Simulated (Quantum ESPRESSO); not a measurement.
# Collinear magnetic orders of YCo2Ge2 with Quantum ESPRESSO, part 2 of 2

Does YCo2Ge2 prefer parallel or opposed moments, or none?

Quantum ESPRESSO 7.5; LDA; plane waves with GBRV 1.5 LDA potentials, no spin-orbit coupling.

So far: Starting point; Start 1: ferro ++; Run 2 (antiferro q=(1/2,1/2,1/2) +−+−).

## 4. Run 3, typed as antiferro q=(0,0,1/2) +−+−

The cell is doubled to 10 atoms to hold this order.

File pw.in:

```
&CONTROL
  calculation = 'scf'
  prefix = 'pwscf'
  outdir = './tmp'
  pseudo_dir = './pseudo'
  disk_io = 'nowf'
/
&SYSTEM
  ibrav = 0
  nat = 10
  ntyp = 4
  ecutwfc = 40
  ecutrho = 280
  nbnd = 90
  occupations = 'smearing'
  smearing = 'fd'
  degauss = 0.00734986
  nspin = 2
  starting_magnetization(1) = 0
  starting_magnetization(2) = 0.1176
  starting_magnetization(3) = -0.1176
  starting_magnetization(4) = 0
/
&ELECTRONS
  conv_thr = 2d-08
  electron_maxstep = 150
  mixing_beta = 0.3
/
ATOMIC_SPECIES
Y      88.9058 y_lda_v1.4.uspp.F.UPF
Co1    58.9332 co_lda_v1.2.uspp.F.UPF
Co2    58.9332 co_lda_v1.2.uspp.F.UPF
Ge     72.6300 ge_lda_v1.4.uspp.F.UPF
CELL_PARAMETERS angstrom
  -1.9850000000    1.9850000000    5.0300000000
   1.9850000000   -1.9850000000    5.0300000000
   3.9700000000    3.9700000000  -10.0600000000
ATOMIC_POSITIONS crystal
Y       0.0000000000    0.0000000000    0.0000000000
Y       0.0000000000    0.0000000000    0.5000000000
Co1     0.7500000000    0.2500000000    0.2500000000
Co2     0.7500000000    0.2500000000    0.7500000000
Co1     0.2500000000    0.7500000000    0.2500000000
Co2     0.2500000000    0.7500000000    0.7500000000
Ge      0.6288805400    0.6288805400    0.0000000000
Ge      0.6288805400    0.6288805400    0.5000000000
Ge      0.3711194600    0.3711194600    0.0000000000
Ge      0.3711194600    0.3711194600    0.5000000000
K_POINTS automatic
10 10 5 0 0 0
```

Run with:

```sh
OMP_NUM_THREADS=1 mpirun -n 4 pw.x -nk 4 -in pw.in > pw.out
```

Log:

```text
     [... lines left out ...]
Program PWSCF v.7.5 starts
     [... lines left out ...]
     number of atoms/cell      =           10
     [... lines left out ...]
     number of electrons       =       146.00
     number of Kohn-Sham states=           90
     kinetic-energy cutoff     =      40.0000  Ry
     charge density cutoff     =     280.0000  Ry
     scf convergence threshold =      2.0E-08
     [... lines left out ...]
      8 Sym. Ops., with inversion, found ( 4 have fractional translation)
     [... lines left out ...]
     number of k points=    93  Fermi-Dirac smearing, width (Ry)=  0.0073
     [... lines left out ...]
     iteration # 19     ecut=    40.00 Ry     beta= 0.30
     [... lines left out ...]
     Magnetic moment per site  (integrated on atomic sphere of radius R)
     atom   1 (R=0.221)  charge=  8.8931  magn= -0.0000
     atom   2 (R=0.221)  charge=  8.8931  magn= -0.0000
     atom   3 (R=0.167)  charge= 15.3116  magn=  0.0001
     atom   4 (R=0.167)  charge= 15.3115  magn=  0.0000
     atom   5 (R=0.167)  charge= 15.3116  magn=  0.0001
     atom   6 (R=0.167)  charge= 15.3115  magn=  0.0000
     atom   7 (R=0.167)  charge= 11.6395  magn= -0.0000
     atom   8 (R=0.167)  charge= 11.6395  magn= -0.0000
     atom   9 (R=0.167)  charge= 11.6395  magn= -0.0000
     atom  10 (R=0.167)  charge= 11.6395  magn= -0.0000
     [... lines left out ...]
     the Fermi energy is    14.0324 ev
!    total energy              =   -2231.85765036 Ry
     estimated scf accuracy    <       0.00000001 Ry
     smearing contrib. (-TS)   =      -0.01771721 Ry
     [... lines left out ...]
     total magnetization       =     0.00 Bohr mag/cell
     absolute magnetization    =     0.00 Bohr mag/cell
     convergence has been achieved in  19 iterations
```

The job ended after 23 min (4 MPI ranks of Arm Neoverse V1, shared host; peak memory 2 GiB; 1.5 h of CPU time).

Spin moment in the atom's sphere by atom:

| atom | spin moment in the atom's sphere (μB) |
| --- | --- |
| Y1 | 0.0000 |
| Y2 | 0.0000 |
| Co3 | 0.0001 |
| Co4 | 0.0000 |
| Co5 | 0.0001 |
| Co6 | 0.0000 |
| Ge7 | 0.0000 |
| Ge8 | 0.0000 |
| Ge9 | 0.0000 |
| Ge10 | 0.0000 |

Read from the output:

* smearing term TS: 0.2411 eV
* magnetization: 0 μB
* absolute magnetization: 0 μB
* final state: non-magnetic

## 5. Run 4 (no spin polarisation)

File pw.in:

```
&CONTROL
  calculation = 'scf'
  prefix = 'pwscf'
  outdir = './tmp'
  pseudo_dir = './pseudo'
  disk_io = 'nowf'
/
&SYSTEM
  ibrav = 0
  nat = 5
  ntyp = 3
  ecutwfc = 40
  ecutrho = 280
  nbnd = 47
  occupations = 'smearing'
  smearing = 'fd'
  degauss = 0.00734986
/
&ELECTRONS
  conv_thr = 1d-08
  electron_maxstep = 150
  mixing_beta = 0.3
/
ATOMIC_SPECIES
Y      88.9058 y_lda_v1.4.uspp.F.UPF
Co     58.9332 co_lda_v1.2.uspp.F.UPF
Ge     72.6300 ge_lda_v1.4.uspp.F.UPF
CELL_PARAMETERS angstrom
  -1.9850000000    1.9850000000    5.0300000000
   1.9850000000   -1.9850000000    5.0300000000
   1.9850000000    1.9850000000   -5.0300000000
ATOMIC_POSITIONS crystal
Y       0.0000000000    0.0000000000    0.0000000000
Co      0.7500000000    0.2500000000    0.5000000000
Co      0.2500000000    0.7500000000    0.5000000000
Ge      0.6288805400    0.6288805400    0.0000000000
Ge      0.3711194600    0.3711194600    0.0000000000
K_POINTS automatic
10 10 10 0 0 0
```

Log:

```text
     [... lines left out ...]
Program PWSCF v.7.5 starts
     [... lines left out ...]
     number of atoms/cell      =            5
     [... lines left out ...]
     number of electrons       =        73.00
     number of Kohn-Sham states=           47
     kinetic-energy cutoff     =      40.0000  Ry
     charge density cutoff     =     280.0000  Ry
     scf convergence threshold =      1.0E-08
     [... lines left out ...]
     16 Sym. Ops., with inversion, found
     [... lines left out ...]
     number of k points=   102  Fermi-Dirac smearing, width (Ry)=  0.0073
     [... lines left out ...]
     iteration # 11     ecut=    40.00 Ry     beta= 0.30
     [... lines left out ...]
     the Fermi energy is    14.0324 ev
!    total energy              =   -1115.92882518 Ry
     estimated scf accuracy    <          6.7E-09 Ry
     smearing contrib. (-TS)   =      -0.00885830 Ry
     [... lines left out ...]
     convergence has been achieved in  11 iterations
```

The job ended after 98 s (4 MPI ranks; peak memory 0.57 GiB).

Numbers from this step:

| Property | Result |
| --- | --- |
| smearing term TS | 0.1205 eV |
| final state | non-magnetic (no spin polarisation) |

## 6. The states side by side

An order is kept where moments of 0.15 μB or more survive with the typed signs; meshes match where a doubled cell samples the same k points as the first cell.

Orders:

```
                         start   final state  typed order kept  energy over the lowest (meV a seeded atom)  largest site moment (μB)  net moment (μB a cell of the first run)  mesh matched  CPU time (s)
                      ferro ++  non-magnetic                no                                     0.02287                         0                                        0           yes          1271
antiferro q=(1/2,1/2,1/2) +-+-  non-magnetic                no                                           0                         0                                  6.07e-4           yes          4265
    antiferro q=(0,0,1/2) +-+-  non-magnetic                no                                     0.02288                         0                                        0           yes          5437
          no spin polarisation  non-magnetic                 -                                     0.02288                         0                                        0           yes         390.5
```

## 7. Summary of results

| Quantity | Value |
| --- | --- |
| lowest state found | non-magnetic (from ferro ++, antiferro q=(1/2,1/2,1/2) +-+-, antiferro q=(0,0,1/2) +-+- and no spin polarisation) |
| largest site moment | 0 μB |

What this shows: The lowest state carries no moment, and no start kept one. Only these 4 starts were compared; other wavevectors, canted and longer-period orders were not. Energies are free energies at an electronic temperature of 1160 K, which lowers moments and differences where the moments are itinerant.

[Logs and program files are shortened in this print: banners, set-up blocks, solver, clock and traceback lines can be left out without a mark of their own.]

[Logs are printed without paths, hosts, clocks, repeated set-up lines and the standing remarks that a program may print on its own settings, such as how far it seeks lower states.]

[Hosts, paths, dates, database ids (printed as entryN), source tags and the programs' standing remarks are cut or masked in the printed files.]

[Where a cell is said to come from a database of computed structures, the database is the Materials Project.]
